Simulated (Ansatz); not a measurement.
# Zn(0001) film, 5 layers, flat: channels in plane against thickness

Aim: the ballistic channels of flat films against thickness, first Zn(0001) film, 5 layers, flat.

Program: Ansatz 0.2.0. Level of theory: Ansatz plane-wave DFT, PBE, PAW files; ballistic transport by layer matching (Landauer), zero bias; PAW set soft_1. Results are calculated unless marked as measured.

This is a report of a sequence of runs, with most program output left out.

## (1) Starting point

The cell holds 10 atoms: 10 Zn. Cell: a = 20.893 Å, b = 2.665 Å, c = 4.616 Å, α = 90.0°, β = 90.0°, γ = 90.0°. It derives from Zn. Vacuum lies along a. The structure's axis is c.

## (2) With 5 layers

Vacuum lies along the first vector, which takes one k-point, and the current runs in the film's plane. One period is a perfect wire, so its channels are the result. Energies from -0.27 to 0.27 eV in steps of 0.036 eV cover the slope of the Fermi function at 300 K, so the program can form a conductance.

Contents of input.yaml:

```yaml
crystal:
  lattice:
    - [20.8934, 0.0, 0.0]
    - [0.0, 2.6648, 0.0]
    - [0.0, 0.0, 4.615568992]
  atoms:
    - { symbol: Zn, position: [0.2153790192, 0.0, 0.0] }
    - { symbol: Zn, position: [0.2153790192, 0.5, 0.5] }
    - { symbol: Zn, position: [0.3337585075, 0.0, 0.3333333333] }
    - { symbol: Zn, position: [0.3337585075, 0.5, 0.8333333333] }
    - { symbol: Zn, position: [0.4521379957, 0.0, 0.0] }
    - { symbol: Zn, position: [0.4521379957, 0.5, 0.5] }
    - { symbol: Zn, position: [0.570517484, 0.0, 0.3333333333] }
    - { symbol: Zn, position: [0.570517484, 0.5, 0.8333333333] }
    - { symbol: Zn, position: [0.6888969722, 0.0, 0.0] }
    - { symbol: Zn, position: [0.6888969722, 0.5, 0.5] }
kpoints:
  mp_grid: { grid: [1, 16, 9] }
hamiltonian:
  xc: pbe
  pseudopotentials: { kind: paw, azcp: { folder: soft_1 } }
scf:
  occupations: { method: fermi_dirac, width: 0.1 }
output:
  transmission:
    leads: [[0, 0]]
    kmesh: [1, 34]
    e_range: [-0.27, 0.27]
    de: 0.036
```

Launch:

```bash
$ ansatz run input.yaml --threads 4 --pin off --max-ram 8192MiB --backend cpu --events-out ev --progress --plain --runs-dir out
```

Elapsed: 21 min, on 4 threads of Arm Neoverse V1, shared host; peak memory 2.7 GiB; 73 min of CPU time.

Numbers from this step:

- free energy: -33189.8511 eV
- energy at zero smearing: -33189.8120 eV
- Fermi energy: 4.874 eV
- cell area: 55.68 Å²
- estimated errors of the lead's conductance: 0, 14.3, 0.1 % (band edges, k-mesh, distance from neutral)
- lead conductance per cell: 3.171 G₀

Per spin. Table of open channels, zone mean, lead by energy, zero at the Fermi level:

| energy (eV) | open channels, zone mean, lead |
| --- | --- |
| -0.270 | 3.38 |
| -0.234 | 3.44 |
| -0.198 | 3.15 |
| -0.162 | 3.15 |
| -0.126 | 3.09 |
| -0.090 | 3.09 |
| -0.054 | 3.06 |
| -0.018 | 3.18 |
| 0.018 | 3.24 |
| 0.054 | 3.12 |
| 0.090 | 3 |
| 0.126 | 3.12 |
| 0.162 | 3.06 |
| 0.198 | 2.94 |
| 0.234 | 2.88 |
| 0.270 | 2.94 |

The program's largest error estimate for it is 14 %, from the k-mesh.

## (3) With 6 layers, thickness 14.84 A

The film grows to 6 layers.

System of this step: Zn(0001) film, 6 layers, flat. The cell holds 12 atoms: 12 Zn. Cell: a = 23.367 Å, b = 2.665 Å, c = 4.616 Å, α = 90.0°, β = 90.0°, γ = 90.0°. It derives from Zn. Vacuum lies along a. The structure's axis is c.

input.yaml, the sections that differ from step 2:

```yaml
crystal:
  lattice:
    - [23.36675, 0.0, 0.0]
    - [0.0, 2.6648, 0.0]
    - [0.0, 0.0, 4.615568992]
  atoms:
    - { symbol: Zn, position: [0.1925813389, 0.0, 0.0] }
    - { symbol: Zn, position: [0.1925813389, 0.5, 0.5] }
    - { symbol: Zn, position: [0.2984304621, 0.0, 0.3333333333] }
    - { symbol: Zn, position: [0.2984304621, 0.5, 0.8333333333] }
    - { symbol: Zn, position: [0.4042795853, 0.0, 0.0] }
    - { symbol: Zn, position: [0.4042795853, 0.5, 0.5] }
    - { symbol: Zn, position: [0.5101287085, 0.0, 0.3333333333] }
    - { symbol: Zn, position: [0.5101287085, 0.5, 0.8333333333] }
    - { symbol: Zn, position: [0.6159778317, 0.0, 0.0] }
    - { symbol: Zn, position: [0.6159778317, 0.5, 0.5] }
    - { symbol: Zn, position: [0.721826955, 0.0, 0.3333333333] }
    - { symbol: Zn, position: [0.721826955, 0.5, 0.8333333333] }
# kpoints, hamiltonian, scf, output: as in step 2
```

It took 37 min on 4 threads; peak memory 3.4 GiB.

This step gave:

```yaml
free_energy: -39827.9165 eV
energy_at_zero_smearing: -39827.8745 eV
fermi_energy: 5.450 eV
cell_area: 62.27 Å²
estimated_errors_of_the_lead_s_conductance: 0, 9.9, 0.2 % (band edges, k-mesh, distance from neutral)
lead_conductance_per_cell: 3.763 G₀
```

Per spin. Open channels, zone mean, lead against energy, zero at the Fermi level:

| energy (eV) | open channels, zone mean, lead |
| --- | --- |
| -0.270 | 4.29 |
| -0.234 | 4.18 |
| -0.198 | 4.29 |
| -0.162 | 4.29 |
| -0.126 | 4.18 |
| -0.090 | 3.82 |
| -0.054 | 3.71 |
| -0.018 | 3.71 |
| 0.018 | 3.76 |
| 0.054 | 3.82 |
| 0.090 | 3.59 |
| 0.126 | 3.47 |
| 0.162 | 3.71 |
| 0.198 | 3.59 |
| 0.234 | 3.47 |
| 0.270 | 3.47 |

The lead conductance per cell is 3.76 G₀, 19 % over the 3.17 G₀ of the last finished run, no more than the error estimates, leads' steps apart, of 14 and 9.9 % together.

## (4) With 7 layers, thickness 17.313 A

The film grows to 7 layers.

System of this step: Zn(0001) film, 7 layers, flat. The cell holds 14 atoms: 14 Zn. Its edges and angles: a = 25.840 Å, b = 2.665 Å, c = 4.616 Å, α = 90.0°, β = 90.0°, γ = 90.0°. It derives from Zn. Vacuum lies along a. The structure's axis is c.

input.yaml, the sections that differ from step 3:

```yaml
crystal:
  lattice:
    - [25.8401, 0.0, 0.0]
    - [0.0, 2.6648, 0.0]
    - [0.0, 0.0, 4.615568992]
  atoms:
    - { symbol: Zn, position: [0.1741479329, 0.0, 0.0] }
    - { symbol: Zn, position: [0.1741479329, 0.5, 0.5] }
    - { symbol: Zn, position: [0.2698654417, 0.0, 0.3333333333] }
    - { symbol: Zn, position: [0.2698654417, 0.5, 0.8333333333] }
    - { symbol: Zn, position: [0.3655829505, 0.0, 0.0] }
    - { symbol: Zn, position: [0.3655829505, 0.5, 0.5] }
    - { symbol: Zn, position: [0.4613004594, 0.0, 0.3333333333] }
    - { symbol: Zn, position: [0.4613004594, 0.5, 0.8333333333] }
    - { symbol: Zn, position: [0.5570179682, 0.0, 0.0] }
    - { symbol: Zn, position: [0.5570179682, 0.5, 0.5] }
    - { symbol: Zn, position: [0.652735477, 0.0, 0.3333333333] }
    - { symbol: Zn, position: [0.652735477, 0.5, 0.8333333333] }
    - { symbol: Zn, position: [0.7484529859, 0.0, 0.0] }
    - { symbol: Zn, position: [0.7484529859, 0.5, 0.5] }
# kpoints, hamiltonian, scf, output: as in step 3
```

Elapsed: 46 min, on 4 threads; peak memory 4.3 GiB.

This step gave:

```
free energy                                : -46465.9901 eV
energy at zero smearing                    : -46465.9354 eV
Fermi energy                               : 5.955 eV
cell area                                  : 68.86 Å²
estimated errors of the lead's conductance : 0, 10.2, 0.6 % (band edges, k-mesh, distance from neutral)
lead conductance per cell                  : 4.340 G₀
```

Per spin. Open channels, zone mean, lead against energy, zero at the Fermi level:

| energy (eV) | open channels, zone mean, lead |
| --- | --- |
| -0.270 | 5.35 |
| -0.234 | 5.18 |
| -0.198 | 4.94 |
| -0.162 | 5 |
| -0.126 | 4.65 |
| -0.090 | 4.41 |
| -0.054 | 4.41 |
| -0.018 | 4.35 |
| 0.018 | 4.24 |
| 0.054 | 4.35 |
| 0.090 | 4.29 |
| 0.126 | 4.12 |
| 0.162 | 4.18 |
| 0.198 | 4.24 |
| 0.234 | 4 |
| 0.270 | 3.82 |

The lead conductance per cell is 4.34 G₀, 15 % over the 3.76 G₀ of the last finished run, no more than the error estimates, leads' steps apart, of 9.9 and 10 % together.

## (5) All levels side by side

Times are for 4 threads of Arm Neoverse V1, shared host. The runs compared:

| no. | layers | lead conductance per cell (G₀) | time | memory (GiB) |
| --- | --- | --- | --- | --- |
| 1 | 5 | 3.171 | 21 min | 2.7 |
| 2 | 6 | 3.763 | 37 min | 3.4 |
| 3 | 7 | 4.340 | 46 min | 4.3 |

The runs together. Open channels, zone mean against energy, zero at the Fermi level:

| energy (eV) | 5 | 6 | 7 |
| --- | --- | --- | --- |
| -0.270 | 3.38 | 4.29 | 5.35 |
| -0.234 | 3.44 | 4.18 | 5.18 |
| -0.198 | 3.15 | 4.29 | 4.94 |
| -0.162 | 3.15 | 4.29 | 5 |
| -0.126 | 3.09 | 4.18 | 4.65 |
| -0.090 | 3.09 | 3.82 | 4.41 |
| -0.054 | 3.06 | 3.71 | 4.41 |
| -0.018 | 3.18 | 3.71 | 4.35 |
| 0.018 | 3.24 | 3.76 | 4.24 |
| 0.054 | 3.12 | 3.82 | 4.35 |
| 0.090 | 3 | 3.59 | 4.29 |
| 0.126 | 3.12 | 3.47 | 4.12 |
| 0.162 | 3.06 | 3.71 | 4.18 |
| 0.198 | 2.94 | 3.59 | 4.24 |
| 0.234 | 2.88 | 3.47 | 4 |
| 0.270 | 2.94 | 3.47 | 3.82 |

## (6) Summary of results

```
conductance per cell, 5 layers : 3.17 G₀
conductance per cell, 6 layers : 3.76 G₀
conductance per cell, 7 layers : 4.34 G₀
```

**Reading.** The conductance per cell width goes from 3.17 G0 at 5 to 4.34 G0 at 7 layers. Over the film's own cross-section (layers × spacing × width) the conductance runs from 0.75 to 0.73×10¹⁵ S/m²; that nominal section leaves out the charge that spills into the vacuum, which flatters the thinnest films. The gains from one thickness to the next are 0.59 and 0.58 G0 per added layer; their spread isn't beyond the error estimates. The film repeats perfectly along the current, so nothing scatters; its faces are clean and not relaxed. The program's error estimates for the conductances, leads' steps apart, run from 9.9 to 14 %.

[Logs are printed without paths, hosts, clocks, repeated set-up lines and the standing remarks that a program may print on its own settings, such as how far it seeks lower states.]

[Hosts, paths, dates, database ids (printed as entryN), source tags and the programs' standing remarks are cut or masked in the printed files.]
